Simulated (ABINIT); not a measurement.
# CsPbCl3 (Pm-3m): G0W0 with ABINIT, start to end

How does a plane-wave GW calculation on CsPbCl3 (Pm-3m) run from the first input to the gap?

Method: PBE and many-body steps on it, plane waves, in ABINIT 10.8.3.

Report form: the programs' logs are mostly left out.

## Step 1: Starting point

Symmetry: Pm-3m, No. 221, cubic system. Conventional cell: a = 5.605 Å, b = 5.605 Å, c = 5.605 Å, α = 90.00°, β = 90.00°, γ = 90.00°. Nearest to Cs lie 12 Cl at 3.96 Å. Nearest to Pb lie 6 Cl at 2.80 Å. Nearest to Cl lie 2 Pb at 2.80 Å and 4 Cs at 3.96 Å. Farther neighbours and most contacts between anions are not listed.

The cell and positions come from the Crystallography Open Database and are kept as given unless a step says otherwise. Spin-orbit coupling is left out unless a step names it.

## Step 2: Ground state

This step: ABINIT 10.8.3; DFT, PBE, plane waves, norm-conserving pseudopotentials.

The ground-state density comes first.

run.abi reads:

```
acell 3*1.0 Angstrom
rprim 
  5.605000000000 0.000000000000 0.000000000000
  0.000000000000 5.605000000000 0.000000000000
  0.000000000000 0.000000000000 5.605000000000
ntypat 3
znucl 55 82 17
natom 5
typat 1 2 3 3 3
xred 
  0.000000000000 0.000000000000 0.000000000000
  0.500000000000 0.500000000000 0.500000000000
  0.500000000000 0.500000000000 0.000000000000
  0.000000000000 0.500000000000 0.500000000000
  0.500000000000 0.000000000000 0.500000000000
pp_dirpath "pseudos"
pseudos "Cs.upf, Pb.upf, Cl.upf"
ecut 32
ngkpt 4 4 4
nshiftk 1
shiftk 0 0 0
kptopt 1
chksymbreak 0
nband 32
occopt 1
tolvrs 1e-08
nstep 60
prtwf 0
indata_prefix "in"
outdata_prefix "out"
tmpdata_prefix "tmp"
```

Command:

```
$ OMP_NUM_THREADS=1 mpirun -n 4 abinit run.abi > log
```

Wall time 43 s (4 MPI ranks of Arm Neoverse V2, shared host); peak memory 0.46 GiB.

Numbers from this step:

| Item | Value |
| --- | --- |
| total energy | -7690.9316 eV |
| gap | 1.932 eV |
| k of the valence top | 0.5, 0.5, 0.5 |
| k of the conduction bottom | 0.5, 0.5, 0.5 |
| least direct gap | 1.932 eV |
| pressure | 1.201 GPa |

The gap is direct, at (0.500, 0.500, 0.500).

The cutoff was set for levels, not for stress, so the pressure can be off by some GPa.

## Step 3: Bands along the symmetry lines

Levels along a band path, at the cheap level, show where the edges lie and whether the meshes to come will hold them.

run.abi: that of step 2 with these lines changed.

```diff
@@ -18,12 +18,40 @@
 ecut 32
-ngkpt 4 4 4
-nshiftk 1
-shiftk 0 0 0
-kptopt 1
-chksymbreak 0
-nband 32
-occopt 1
-tolvrs 1e-08
-nstep 60
+iscf -2
+irdden 1
+kptopt 0
+nkpt 26
+kpt 
+  0.00000000 0.00000000 0.00000000
+  0.00000000 0.12500000 0.00000000
+  0.00000000 0.25000000 0.00000000
+  0.00000000 0.37500000 0.00000000
+  0.00000000 0.50000000 0.00000000
+  0.12500000 0.50000000 0.00000000
+  0.25000000 0.50000000 0.00000000
+  0.37500000 0.50000000 0.00000000
+  0.50000000 0.50000000 0.00000000
+  0.37500000 0.37500000 0.00000000
+  0.25000000 0.25000000 0.00000000
+  0.12500000 0.12500000 0.00000000
+  0.00000000 0.00000000 0.00000000
+  0.12500000 0.12500000 0.12500000
+  0.25000000 0.25000000 0.25000000
+  0.37500000 0.37500000 0.37500000
+  0.50000000 0.50000000 0.50000000
+  0.37500000 0.50000000 0.37500000
+  0.25000000 0.50000000 0.25000000
+  0.12500000 0.50000000 0.12500000
+  0.00000000 0.50000000 0.00000000
+  0.50000000 0.50000000 0.50000000
+  0.50000000 0.50000000 0.37500000
+  0.50000000 0.50000000 0.25000000
+  0.50000000 0.50000000 0.12500000
+  0.50000000 0.50000000 0.00000000
+istwfk *1
+nband 33
+nbdbuf 2
+tolwfr 1e-08
+nstep 40
 prtwf 0
+prtvol 0
 indata_prefix "in"
```

Wall time 57 s (4 MPI ranks); peak memory 0.44 GiB; 3.8 min of CPU time.

This step gave:

```
gap                        : 1.932 eV
k of the valence top       : 0.5, 0.5, 0.5
k of the conduction bottom : 0.5, 0.5, 0.5
least direct gap           : 1.932 eV
```

The gap is 1.932 eV, as in the run before at this level.

Electronic bands along the path, in eV, zero at the top of the highest filled band:

| point | band 23 | band 24 | band 25 | band 26 | band 27 | band 28 | band 29 | band 30 |
| --- | --- | --- | --- | --- | --- | --- | --- | --- |
| Γ | -2.64 | -2.54 | -2.54 | -2.54 | 3.34 | 4.28 | 4.28 | 5.19 |
| halfway | -2.69 | -2.59 | -2.59 | -2.44 | 3.85 | 4.63 | 4.69 | 4.83 |
| X | -2.74 | -2.64 | -2.64 | -1.69 | 3.02 | 4.68 | 5.19 | 5.33 |
| halfway | -2.73 | -2.65 | -2.40 | -1.46 | 2.76 | 4.07 | 5.10 | 5.16 |
| M | -2.83 | -2.76 | -2.22 | -0.82 | 2.52 | 2.52 | 4.92 | 5.38 |
| halfway | -2.66 | -2.63 | -2.43 | -2.26 | 4.08 | 4.25 | 4.63 | 5.04 |
| Γ | -2.64 | -2.54 | -2.54 | -2.54 | 3.34 | 4.28 | 4.28 | 5.19 |
| halfway | -2.45 | -2.45 | -2.44 | -2.10 | 3.91 | 3.91 | 3.99 | 4.88 |
| R | -2.21 | -2.21 | -2.21 | 0.00 | 1.93 | 1.93 | 1.93 | 5.10 |
| halfway | -2.49 | -2.46 | -2.36 | -1.26 | 2.48 | 3.67 | 3.83 | 5.20 |
| X | -2.74 | -2.64 | -2.64 | -1.69 | 3.02 | 4.68 | 5.19 | 5.33 |
| jump to R | -2.21 | -2.21 | -2.21 | 0.00 | 1.93 | 1.93 | 1.93 | 5.10 |
| halfway | -2.44 | -2.44 | -2.22 | -0.62 | 2.22 | 2.22 | 3.49 | 5.46 |
| M | -2.83 | -2.76 | -2.22 | -0.82 | 2.52 | 2.52 | 4.92 | 5.38 |

## Step 4: Empty states on the mesh, 2×2×2 mesh, 264 bands

The sums over transitions need many empty states on a uniform mesh; this step solves for them.

run.abi reads:

```
acell 3*1.0 Angstrom
rprim 
  5.605000000000 0.000000000000 0.000000000000
  0.000000000000 5.605000000000 0.000000000000
  0.000000000000 0.000000000000 5.605000000000
ntypat 3
znucl 55 82 17
natom 5
typat 1 2 3 3 3
xred 
  0.000000000000 0.000000000000 0.000000000000
  0.500000000000 0.500000000000 0.500000000000
  0.500000000000 0.500000000000 0.000000000000
  0.000000000000 0.500000000000 0.500000000000
  0.500000000000 0.000000000000 0.500000000000
pp_dirpath "pseudos"
pseudos "Cs.upf, Pb.upf, Cl.upf"
ecut 32
ngkpt 2 2 2
nshiftk 1
shiftk 0 0 0
kptopt 1
chksymbreak 0
iscf -2
irdden 1
istwfk *1
nband 264
nbdbuf 24
tolwfr 1e-09
nstep 60
prtvol 0
indata_prefix "in"
outdata_prefix "out"
tmpdata_prefix "tmp"
```

It took 2.2 min on 4 MPI ranks; peak memory 0.47 GiB; 8.8 min of CPU time.

This step gave:

```yaml
gap: 1.932 eV
k_of_the_valence_top: 0.5, 0.5, 0.5
k_of_the_conduction_bottom: 0.5, 0.5, 0.5
least_direct_gap: 1.932 eV
k_points_computed: 4
lowest_point_of_the_top_converged_band_above_the_valence_top: 58.9540 eV
```

On this mesh the gap is 1.932 eV.

## Step 5: Screening, 2×2×2 mesh, 240 bands, screening to 130.6 eV

The RPA dielectric matrix is built and inverted for each q.

This step: RPA screening on PBE, plane waves, norm-conserving pseudopotentials.

run.abi: that of step 4 with these lines changed.

```diff
@@ -23,10 +23,11 @@
 chksymbreak 0
-iscf -2
-irdden 1
 istwfk *1
-nband 264
-nbdbuf 24
-tolwfr 1e-09
-nstep 60
-prtvol 0
+occopt 1
+irdwfk 1
+optdriver 3
+nband 240
+ecuteps 4.8
+inclvkb 2
+awtr 1
+symchi 1
 indata_prefix "in"
```

Elapsed: 80 s, on 4 MPI ranks; peak memory 2.2 GiB; 5.3 min of CPU time.

This step gave:

```
ε∞ with local fields, on this mesh, along the program's q direction : 7.225
the same without local fields                                       : 8.220
plasma frequency                                                    : 20.18 eV
plane waves in the screening matrix                                 : 619
```

Local fields lower ε∞ by 12 %. On a Γ-centred mesh this coarse the value itself is usually too large, while a short band sum pulls it down.

## Step 6: Self-energy, 2×2×2 mesh, 240 bands, screening to 130.6 eV

The self-energy is evaluated for the states that the input lists, and the levels follow from it, in one-shot runs by the linearised quasiparticle equation.

This step: G0W0 on PBE, plane waves, norm-conserving pseudopotentials.

run.abi: that of step 5 with these lines changed.

```diff
@@ -26,8 +26,17 @@
 irdwfk 1
-optdriver 3
+optdriver 4
 nband 240
+gwcalctyp 0
+ecutsigx 32
+symsigma 1
+nkptgw 2
+kptgw 
+  0.5000000000 0.5000000000 0.5000000000
+  0.0000000000 0.0000000000 0.0000000000
+bdgw 
+  23 29
+  24 29
 ecuteps 4.8
-inclvkb 2
-awtr 1
-symchi 1
+irdscr 1
+ppmodel 1
 indata_prefix "in"
```

It took 50 s on 4 MPI ranks; peak memory 2.1 GiB.

This step gave:

| Quantity | Value |
| --- | --- |
| G0W0 gap on the points computed | 3.206 eV |
| starting gap on the mesh | 1.932 eV |
| k of the valence top | 0.5, 0.5, 0.5 |
| k of the conduction bottom | 0.5, 0.5, 0.5 |
| Z at the valence top | 0.792 |
| Z at the conduction bottom | 0.821 |
| least direct G0W0 gap on the computed points | 3.206 eV |

The gap on the mesh goes from 1.93 eV to 3.21 eV, a correction of +1.27 eV.

Limits: finite bands, cutoff and mesh; no spin-orbit coupling; coarse k mesh. v1 is the top filled band, c1 the lowest empty one. Levels before and after the correction, in eV, zero at the valence-band top of each column:

|  | conduction bottom | valence top |
| --- | --- | --- |
| Kohn-Sham | 1.93 | 0.00 |
| G0W0 | 3.21 | 0.00 |

|  | level | energy (eV) |
| --- | --- | --- |
| Kohn-Sham | (0.5 0.5 0.5) v4-v2 | -2.214 |
| Kohn-Sham | (0.5 0.5 0.5) v1 | 0.000 |
| Kohn-Sham | (0.5 0.5 0.5) c1-c3 | 1.932 |
| G0W0 | (0.5 0.5 0.5) v4-v2 | -2.704 |
| G0W0 | (0.5 0.5 0.5) v1 | 0.000 |
| G0W0 | (0.5 0.5 0.5) c1-c3 | 3.206 |

## Step 7: Where the time went

Times are wall times on 4 MPI ranks of Arm Neoverse V2, shared host, good to a factor of about two.

| step | time | share | memory (GiB) |
| --- | --- | --- | --- |
| ground state | 43 s | 12 % | 0.46 |
| bands along the symmetry lines | 57 s | 16 % | 0.44 |
| empty states on the mesh | 2.2 min | 36 % | 0.47 |
| screening | 80 s | 22 % | 2.2 |
| self-energy | 50 s | 14 % | 2.1 |

## Step 8: Results

```
PBE gap              : 1.93 eV, direct
G0W0 gap on the mesh : 3.21 eV
GW settings          : 2×2×2 mesh, 240 bands, screening to 130.6 eV, Godby-Needs plasmon pole
known limits         : not at the basis limit; no spin-orbit coupling; coarse k mesh
```

What this shows: G0W0 moves the gap on the mesh from 1.93 eV to 3.21 eV (+1.27 eV), with Z of 0.79 and 0.82 at the edges. Local fields lower the RPA ε∞ on this mesh from 8.22 to 7.22; a Γ-centred mesh this coarse tends to raise both, most where the direct gap is narrow, while a short band sum lowers them. Only 2 of the mesh's irreducible points were corrected, so a valley elsewhere could overtake. The dearest step here is «empty states on the mesh». Bands and cutoff are finite, so the gap is not at the basis limit. The miss can reach some tenths of an eV and take either sign; the mesh is an error of its own. In the G0W0 run levels were corrected at 2 k points alone, so a gap called «on the mesh» is the least over those, and an edge elsewhere would be missed. The 2×2×2 mesh is coarse for this cell, which bears on the long-range parts of exchange and screening. Where an edge is built on 6p states of lead, bismuth or thallium, scalar-relativistic gaps usually stand too wide, by a few tenths to over one eV. This is the ideal cubic cell; many perovskites, halides above all, are cubic only on average, and local tilts or off-centring can widen the gap. The many-body steps are scalar-relativistic: spin-orbit coupling is not in them.

[Paths, hosts, dates, memory and timing lines, banners, echoed tables and standing remarks are left out of the program output.]

[Logs are printed without paths, hosts, clocks, repeated set-up lines and the standing remarks that a program may print on its own settings, such as how far it seeks lower states.]

[Runs of the session that timed out or met a known fault of the program may be left out.]

[Hosts, paths, dates, database ids (printed as entryN), source tags and the programs' standing remarks are cut or masked in the printed files.]

[G0W0 gaps are taken among the corrected bands and points alone; a level outside them can change the order at an edge.]

[Where Ansatz stands beside ABINIT at settings called matched, ABINIT's density can come from a denser mesh and the files from another edition; pairs whose starting gaps differed by over 0.03 eV were left out, so agreement reads better than it is.]
